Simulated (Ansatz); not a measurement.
# NaGeF3 (model cell, started as cubic perovskite with Ge in the octahedra): following an unstable mode, part 2 of 2

Wanted: the energy along a soft mode of NaGeF3 (model cell, started as cubic perovskite with Ge in the octahedra) and the structure at the end.

Ansatz 0.2.0; DFT PBEsol, scalar-relativistic, plane waves, PAW; PAW set soft_1.

So far, highest frequency on the path or at a solved wavevector (cm⁻¹): step 2 (the dispersion) 418. Also lowest frequency on the path (cm⁻¹): step 2 -238.

The structure was built from a prototype and need not be the compound's stable phase.

## Step 6: Relaxation from the frozen mode

Starting from the lowest point found, all atoms and the cell are let go, so that strain and other modes of the same symmetry can join in.

input.yaml reads:

```yaml
crystal:
  lattice:
    - [4.3407137908, 0.0, 0.0]
    - [0.0, 4.3407137908, 0.0]
    - [0.0, 0.0, 8.6814275816]
  atoms:
    - { symbol: Na, position: [0.0, 0.0, 0.0] }
    - { symbol: Na, position: [0.0, 0.0, 0.5] }
    - { symbol: Ge, position: [0.5, 0.5054533634, 0.25] }
    - { symbol: Ge, position: [0.5, 0.4945466366, 0.75] }
    - { symbol: F, position: [0.5, 0.5, 0.0] }
    - { symbol: F, position: [0.5, 0.5, 0.5] }
    - { symbol: F, position: [0.5, -0.0506829085, 0.25] }
    - { symbol: F, position: [0.5, 0.0506829085, 0.75] }
    - { symbol: F, position: [0.0, 0.5154415961, 0.25] }
    - { symbol: F, position: [0.0, 0.4845584039, 0.75] }
kpoints:
  mp_grid: { grid: [6, 6, 4] }
hamiltonian:
  xc: pbesol
  pseudopotentials: { kind: paw, azcp: { folder: soft_1 }, xc_functional: pbe }
scf:
  occupations: { method: fixed }
output:
  forces: true
  stress: true
  eigenvalues: true
relax:
  adjacent_minimum: "off"
  f_tol: 0.002
  max_steps: 120
  cell: { stress_tol: 0.03 }
```

The run is started by

```bash
ansatz run input.yaml --threads 8 --pin off --max-ram 16384MiB --backend cpu --events-out ev --progress --plain --runs-dir out
```

Numbers of over 12 decimals in the logs are rounded to 6 here.

The log of the run:

```text
[...]
Crystal: 10 atoms, lattice volume = 163.574 Å³
Basis set: ecut = 420 eV, 3197 PW (Γ), exchange–correlation on 60×60×120 points (8 copies of the dense FFT grid, shifted against one another)
Bands: 54, of which v1, the nominal top of the filled ones, is band 44 counted from 1 (43 counted from 0)
Symmetry: 8 space group operations
[...]
k-points: 48 of 144
[...]
SCF iter   1: F=—  HF=-16276.182003 eV  |F-HF|=—  |Δ(HF+E_count)|=         —  Δρ=1.54e-1  dr2=3.02e1  ethr=3.10e-3  ⟨swp⟩=4.6  Hψ=7923  notcnv=0  defer=337
[...]
SCF iter  11: F=-16266.121461 eV  HF=-16266.121461 eV  |F-HF|=2.50e-8  |Δ(HF+E_count)|=   9.92e-7  Δρ=5.90e-6  dr2=5.54e-8  ethr=1.14e-10  ⟨swp⟩=12.1  Hψ=12220  notcnv=0
SCF 1 converged in 11 iterations: F = -16266.121461 eV  dr2 = 5.54e-8
[...]
relax step   1: F+E_penalty+E_count = -16266.12146072 eV  Δ(F+E_penalty+E_count) = +0.000e0 eV  max|allowed force component| = 2.361e-1 eV/Å  Δτ_max = 0.0000 Å  P = +0.849 GPa  Ω = 163.574 Å³  (11 SCF iters, dr2 threshold 1.00e-7 eV, accepted)
Crystal: 10 atoms, lattice volume = 166.582 Å³
Basis set: ecut = 420 eV, 3269 PW (Γ), exchange–correlation on 60×60×120 points (8 copies of the dense FFT grid, shifted against one another)
[...]
iter 1 solved again at ethr=4.18e-4 eV; its pass at ethr=3.10e-3 eV (dr2=3.68e-1 eV) is discarded
[...]
SCF iter   7: F=-16266.210650 eV  HF=-16266.210650 eV  |F-HF|=3.42e-9  |Δ(HF+E_count)|=   8.00e-7  Δρ=1.72e-5  dr2=5.11e-7  ethr=1.14e-9  ⟨swp⟩=10.6  Hψ=12237  notcnv=0
SCF 2 converged in 7 iterations: F = -16266.210650 eV  dr2 = 5.11e-7
relax step   2: F+E_penalty+E_count = -16266.21064960 eV  Δ(F+E_penalty+E_count) = -8.919e-2 eV  max|allowed force component| = 3.458e-1 eV/Å  Δτ_max = 0.1118 Å  P = -0.496 GPa  Ω = 166.582 Å³  energy of the carried Pulay correction = -5.229e-3 eV  (7 SCF iters, dr2 threshold 1.00e-6 eV, accepted)
Crystal: 10 atoms, lattice volume = 167.443 Å³
Basis set: ecut = 420 eV, 3273 PW (Γ), exchange–correlation on 60×60×120 points (8 copies of the dense FFT grid, shifted against one another)
[...]
SCF iter   8: F=-16266.268236 eV  HF=-16266.268236 eV  |F-HF|=3.20e-7  |Δ(HF+E_count)|=   4.09e-7  Δρ=2.35e-5  dr2=6.57e-7  ethr=1.14e-9  ⟨swp⟩=11.1  Hψ=12442  notcnv=0
SCF 3 converged in 8 iterations: F = -16266.268236 eV  dr2 = 6.57e-7
relax step   3: F+E_penalty+E_count = -16266.26823567 eV  Δ(F+E_penalty+E_count) = -5.759e-2 eV  max|allowed force component| = 6.224e-1 eV/Å  Δτ_max = 0.1955 Å  P = -1.496 GPa  Ω = 167.443 Å³  energy of the carried Pulay correction = -6.709e-3 eV  (8 SCF iters, dr2 threshold 1.00e-6 eV, accepted)
[... from here on, the SCF cycles and remarks between the steps are left out ...]
relax step   4: F+E_penalty+E_count = -16266.26732499 eV  Δ(F+E_penalty+E_count) = +9.107e-4 eV  max|allowed force component| = 5.832e-1 eV/Å  Δτ_max = 0.1103 Å  P = +0.441 GPa  Ω = 166.867 Å³  energy of the carried Pulay correction = -5.719e-3 eV  (7 SCF iters, dr2 threshold 1.00e-6 eV, rejected (line search))
relax step   5: F+E_penalty+E_count = -16266.31359667 eV  Δ(F+E_penalty+E_count) = -4.536e-2 eV  max|allowed force component| = 9.509e-2 eV/Å  Δτ_max = 0.0642 Å  P = -0.219 GPa  Ω = 165.456 Å³  energy of the carried Pulay correction = -3.282e-3 eV  (12 SCF iters, accepted)
relax step   6: F+E_penalty+E_count = -16266.31927785 eV  Δ(F+E_penalty+E_count) = -5.681e-3 eV  max|allowed force component| = 5.752e-2 eV/Å  Δτ_max = 0.0503 Å  P = +0.104 GPa  Ω = 164.931 Å³  energy of the carried Pulay correction = -2.371e-3 eV  (6 SCF iters, dr2 threshold 5.65e-7 eV, accepted)
relax step   7: F+E_penalty+E_count = -16266.32445558 eV  Δ(F+E_penalty+E_count) = -5.178e-3 eV  max|allowed force component| = 2.160e-2 eV/Å  Δτ_max = 0.0571 Å  P = +0.058 GPa  Ω = 164.806 Å³  energy of the carried Pulay correction = -2.154e-3 eV  (7 SCF iters, dr2 threshold 2.07e-7 eV, accepted)
relax step   8: F+E_penalty+E_count = -16266.32691979 eV  Δ(F+E_penalty+E_count) = -2.464e-3 eV  max|allowed force component| = 2.128e-2 eV/Å  Δτ_max = 0.1410 Å  P = -0.092 GPa  Ω = 165.271 Å³  energy of the carried Pulay correction = -2.962e-3 eV  (9 SCF iters, dr2 threshold 2.92e-8 eV, accepted)
relax step   9: F+E_penalty+E_count = -16266.32818634 eV  Δ(F+E_penalty+E_count) = -1.267e-3 eV  max|allowed force component| = 8.100e-3 eV/Å  Δτ_max = 0.0363 Å  P = +0.047 GPa  Ω = 164.876 Å³  energy of the carried Pulay correction = -2.275e-3 eV  (7 SCF iters, dr2 threshold 6.49e-8 eV, accepted)
relax step  10: F+E_penalty+E_count = -16266.32794307 eV  Δ(F+E_penalty+E_count) = +2.433e-4 eV  max|allowed force component| = 1.178e-3 eV/Å  Δτ_max = 0.0041 Å  P = -0.010 GPa  Ω = 165.054 Å³  energy of the carried Pulay correction = -2.584e-3 eV  (5 SCF iters, dr2 threshold 1.35e-8 eV, accepted)
relax step  11: F+E_penalty+E_count = -16266.33898240 eV  Δ(F+E_penalty+E_count) = -1.104e-2 eV  max|allowed force component| = 5.231e-3 eV/Å  Δτ_max = 0.0000 Å  P = +0.109 GPa  Ω = 165.054 Å³  stress off target by 3.80e-1 GPa  SCF on the basis re-selected at this cell (its energy is not comparable with the rows above)  (8 SCF iters)
relax step  12: F+E_penalty+E_count = -16266.33945995 eV  Δ(F+E_penalty+E_count) = -4.776e-4 eV  max|allowed force component| = 1.069e-2 eV/Å  Δτ_max = 0.0066 Å  P = +0.068 GPa  Ω = 165.423 Å³  energy of the carried Pulay correction = -6.268e-4 eV  (5 SCF iters, dr2 threshold 3.61e-7 eV, accepted)
relax step  13: F+E_penalty+E_count = -16266.33915841 eV  Δ(F+E_penalty+E_count) = +3.015e-4 eV  max|allowed force component| = 1.417e-2 eV/Å  Δτ_max = 0.0076 Å  P = -0.026 GPa  Ω = 165.656 Å³  energy of the carried Pulay correction = -1.058e-3 eV  (6 SCF iters, dr2 threshold 5.84e-8 eV, accepted)
relax step  14: F+E_penalty+E_count = -16266.33919360 eV  Δ(F+E_penalty+E_count) = -3.519e-5 eV  max|allowed force component| = 3.713e-3 eV/Å  Δτ_max = 0.0046 Å  P = +0.002 GPa  Ω = 165.651 Å³  energy of the carried Pulay correction = -1.050e-3 eV  (6 SCF iters, dr2 threshold 1.25e-8 eV, accepted)
relax step  15: F+E_penalty+E_count = -16266.33922186 eV  Δ(F+E_penalty+E_count) = -2.826e-5 eV  max|allowed force component| = 1.747e-4 eV/Å  Δτ_max = 0.0013 Å  P = -0.000 GPa  Ω = 165.638 Å³  energy of the carried Pulay correction = -1.024e-3 eV  (7 SCF iters, dr2 threshold 8.62e-10 eV, accepted)
[...]
SCF iter   5: F=-16266.340288 eV  HF=-16266.340288 eV  |F-HF|=4.55e-11  |Δ(HF+E_count)|=  2.26e-10  Δρ=2.17e-7  dr2=3.49e-11  ethr=1.00e-12  ⟨swp⟩=12.0  Hψ=13308  notcnv=0
SCF 16 converged in 5 iterations: F = -16266.340288 eV  dr2 = 3.49e-11
relax step  16: F+E_penalty+E_count = -16266.34028781 eV  Δ(F+E_penalty+E_count) = -1.066e-3 eV  max|allowed force component| = 3.585e-4 eV/Å  Δτ_max = 0.0000 Å  P = +0.004 GPa  Ω = 165.638 Å³  stress off target by 2.90e-2 GPa  SCF on the basis re-selected at this cell (its energy is not comparable with the rows above)  (5 SCF iters)
[...]
SCF converged after 5 iterations
Free energy (F): -16266.340288 eV
[...]
Internal energy: -16266.340288 eV  (E = F + TS)
E sigma→0 (E₀):  -16266.340288 eV
Fermi energy:    4.273070 eV
[...]
--- Forces (eV/Å), atoms counted from 1 ---
  atom   1  Na     0.00000000     0.00000000     0.00000000
  atom   2  Na    -0.00000000    -0.00000000     0.00000000
  atom   3  Ge     0.00000000    -0.00024583     0.00000000
  atom   4  Ge     0.00000000     0.00024583     0.00000000
  atom   5  F      0.00000000    -0.00000000    -0.00000000
  atom   6  F      0.00000000    -0.00000000     0.00000000
  atom   7  F      0.00000000     0.00035848     0.00000000
  atom   8  F      0.00000000    -0.00035848     0.00000000
  atom   9  F      0.00000000     0.00013434     0.00000000
  atom  10  F      0.00000000    -0.00013434     0.00000000
  max |Σ_I F_I| component: 3.79e-29 eV/Å
--- Stress (GPa, compression-positive) ---
       -0.011445       0.000000       0.000000
        0.000000       0.028950       0.000000
        0.000000       0.000000      -0.006926
  P = ⅓ Tr σ = 0.0035 GPa (0.035 kbar)
--- Band table (eV; the first three rows and the last of 48) ---
  k-point 0: bands = [... 40 lower, -0.1451, -0.0986, 0.4770, 2.6895, 6.7959, 6.9190, 9.6073, 10.0363, ... 6 higher]
  k-point 1: bands = [... 40 lower, -0.1405, -0.1081, 0.7332, 2.2742, 6.9129, 7.1201, 9.1903, 9.8596, ... 6 higher]
  k-point 2: bands = [... 40 lower, -0.1267, -0.1267, 1.4339, 1.4339, 7.1550, 7.1550, 9.3082, 9.3082, ... 6 higher]
  k-point 47: bands = [... 40 lower, 0.1777, 0.1777, 3.3393, 3.3393, 7.2223, 7.2223, 8.1594, 8.1594, ... 6 higher]
--- Relaxed structure (14 steps of the walk, 13 accepted, 2 SCFs on fresh bases) ---
  F+E_penalty+E_count = -16266.34028781 eV   max|allowed force component| = 3.585e-4 eV/Å   (the final SCF, on the basis selected at the relaxed cell)
  cell:  # Å, volume = 165.6376 Å³
    - [4.218308, 0.0, 0.0]
    - [0.0, 4.580232, 0.0]
    - [0.0, 0.0, 8.573006]
  atoms:
    - { symbol: Na, position: [0, 1.4586865185019252e-18, 0] }
    - { symbol: Na, position: [0, 1.4586865185019252e-18, 0.500000] }
    - { symbol: Ge, position: [0.500000, 0.498270, 0.250000] }
    - { symbol: Ge, position: [0.500000, 0.501730, 0.750000] }
    - { symbol: F, position: [0.500000, 0.500000, 0] }
    - { symbol: F, position: [0.500000, 0.500000, 0.500000] }
    - { symbol: F, position: [0.500000, -0.090639, 0.250000] }
    - { symbol: F, position: [0.500000, 0.090639, 0.750000] }
    - { symbol: F, position: [0, 0.590893, 0.250000] }
    - { symbol: F, position: [0, 0.409107, 0.750000] }
```

Elapsed: 66 s, on 8 threads of Arm Neoverse V1, shared host; peak memory 0.88 GiB.

Relaxation path:

| step | energy less that of the first step (eV) | largest force component (eV/Å) | pressure (GPa) | volume (Å³) |
| --- | --- | --- | --- | --- |
| 1 | 0.0000 | 0.2361 | 0.85 | 163.57 |
| 2 | -0.0892 | 0.3458 | -0.50 | 166.58 |
| 3 | -0.1468 | 0.6224 | -1.50 | 167.44 |
| 4 | -0.1459 | 0.5832 | 0.44 | 166.87 |
| 5 | -0.1921 | 0.0951 | -0.22 | 165.46 |
| 6 | -0.1978 | 0.0575 | 0.10 | 164.93 |
| 7 | -0.2030 | 0.0216 | 0.06 | 164.81 |
| 8 | -0.2055 | 0.0213 | -0.09 | 165.27 |
| 9 | -0.2067 | 0.0081 | 0.05 | 164.88 |
| 10 | -0.2065 | 0.0012 | -0.01 | 165.05 |
| 11* | -0.2175 | 0.0052 | 0.11 | 165.05 |
| 12 | -0.2180 | 0.0107 | 0.07 | 165.42 |
| 13 | -0.2177 | 0.0142 | -0.03 | 165.66 |
| 14 | -0.2177 | 0.0037 | 0.00 | 165.65 |
| 15 | -0.2178 | 0.0002 | 0.00 | 165.64 |
| 16* | -0.2188 | 0.0004 | 0.00 | 165.64 |

Relaxation steps marked * repeat the geometry before them on a plane-wave basis chosen anew for their cell, so energy and pressure can jump there. Relaxation step 4 was tried and not accepted.

Forces are held to the 8 operations that the run works with; a distortion that breaks them can't arise in this run.

| cell as run | before | after | change |
| --- | --- | --- | --- |
| a (Å) | 4.341 | 4.218 | -2.8 % |
| b (Å) | 4.341 | 4.580 | +5.5 % |
| c (Å) | 8.681 | 8.573 | -1.2 % |
| volume (Å³/atom) | 16.36 | 16.56 | +1.3 % |

The atoms that moved most (Å, as changes of fractional coordinates times the final cell):

| atom | dx | dy | dz | length |
| --- | --- | --- | --- | --- |
| F9 | 0.000 | 0.346 | 0.000 | 0.346 |
| F10 | 0.000 | -0.346 | 0.000 | 0.346 |
| F8 | 0.000 | 0.183 | 0.000 | 0.183 |
| F7 | 0.000 | -0.183 | 0.000 | 0.183 |
| Ge3 | 0.000 | -0.033 | 0.000 | 0.033 |
| Ge4 | 0.000 | 0.033 | 0.000 | 0.033 |

Numbers from this step:

- pressure: 0.003527 GPa
- gap on the k-mesh: 2.496 eV
- volume per atom: 16.56 Å³

The distorted start has space group Pmma; the relaxation ends in Pmma.

## Step 7: The new phase in its own primitive cell

The relaxed structure is symmetrised, reduced to its primitive cell and relaxed tightly, as its phonons need.

input.yaml, the sections that differ from step 6:

```yaml
crystal:
  lattice:
    - [8.5730063772, 0.0, 0.0]
    - [0.0, 4.2183082403, 0.0]
    - [0.0, 0.0, 4.5802319303]
  atoms:
    - { symbol: Na, position: [0.0, 0.0, 0.0] }
    - { symbol: Na, position: [0.5, 0.0, 0.0] }
    - { symbol: Ge, position: [0.25, 0.5, 0.4982703274] }
    - { symbol: Ge, position: [0.75, 0.5, 0.5017296726] }
    - { symbol: F, position: [0.0, 0.5, 0.5] }
    - { symbol: F, position: [0.5, 0.5, 0.5] }
    - { symbol: F, position: [0.25, 0.5, 0.9093613466] }
    - { symbol: F, position: [0.75, 0.5, 0.0906386534] }
    - { symbol: F, position: [0.25, 0.0, 0.5908931314] }
    - { symbol: F, position: [0.75, 0.0, 0.4091068686] }
kpoints:
  mp_grid: { grid: [4, 6, 6] }
relax:
  adjacent_minimum: "off"
  f_tol: 0.001
  max_steps: 60
  cell: { stress_tol: 0.01 }
# hamiltonian, scf, output: as in step 6
```

The log of the run:

```text
[...]
Crystal: 10 atoms, lattice volume = 165.638 Å³
Basis set: ecut = 420 eV, 3233 PW (Γ), exchange–correlation on 120×60×64 points (8 copies of the dense FFT grid, shifted against one another)
Bands: 54, of which v1, the nominal top of the filled ones, is band 44 counted from 1 (43 counted from 0)
Symmetry: 8 space group operations
[...]
k-points: 48 of 144
[...]
- { symbol: Na, position: [0.5, 0, 0.0] }
    - { symbol: Ge, position: [0.25, 0.5, 0.498299] }
    - { symbol: Ge, position: [0.750000, 0.5, 0.501701] }
    - { symbol: F, position: [0, 0.5, 0.500000] }
    - { symbol: F, position: [0.5, 0.5, 0.500000] }
    - { symbol: F, position: [0.25, 0.5, 0.909202] }
    - { symbol: F, position: [0.750000, 0.5, 0.090798] }
    - { symbol: F, position: [0.25, 0, 0.590991] }
    - { symbol: F, position: [0.750000, 0, 0.409009] }
[key lines of the parts left out:]
SCF converged after 5 iterations
Free energy (F): -16266.340315 eV
Fermi energy:    4.270035 eV
P = ⅓ Tr σ = 0.0003 GPa (0.003 kbar)
```

It took 21 s on 8 threads; peak memory 0.87 GiB; 2.6 min of CPU time.

Little changed from the start: no atom moved by 0.005 Å and no cell edge by 0.1 %.

Numbers from this step:

```yaml
pressure: 3.37e-4 GPa
gap_on_the_k_mesh: 2.495 eV
volume_per_atom: 16.57 Å³
direct_gap_on_mesh: 2.793 eV
```

The largest force component left is 0.13 meV/Å and the pressure is 0.000 GPa, within the tolerances set. The cell now holds 16.57 Å³/atom.

## Step 8: Outcome

```yaml
unstable_mode_of_the_parent: q = (0, 0, -0.5), 226i cm⁻¹
depth_at_the_lowest_point_sampled: 12.4 meV/atom
largest_atomic_shift_at_that_point: 0.22 Å
space_group_reached_within_0p01_a: Pmma
energy_gained_over_the_parent_first_relaxation_on_the_mesh_of_the_frozen_mode: 34.2 meV/atom
volume_per_atom_phase_reached: 16.6 Å³
gap_on_the_k_mesh_phase_reached: 2.49 eV
```

**Reading.** Along this mode the structure falls into Pmma, 34.2 meV/atom below the parent. At the parent's cell the well is 12.36 meV/atom deep on the steps tried, with its lowest point at a shift of 0.22 Å. Relaxing atoms and cell changes the gain by +21.88 meV/atom against the lowest step (energies at zero smearing). Most of the total comes from this relaxation. The modes of the phase reached were not computed on this path. Of the 6 patterns followed to their end from this parent, this one ends 104 meV/atom above the lowest, R3m. Each path keeps the symmetry of its pattern, so a lower phase may lie along a pattern not tried. The q mesh stands for a supercell only 8.7 Å across, so branches between the solved wavevectors are rough. The PAW files were made for PBE and serve the other functionals too. The starting cell was built on a prototype and not taken from a measurement, so the phase need not exist.

[Logs are printed without paths, hosts, clocks, repeated set-up lines and the standing remarks that a program may print on its own settings, such as how far it seeks lower states.]

[Hosts, paths, dates, database ids (printed as entryN), source tags and the programs' standing remarks are cut or masked in the printed files.]
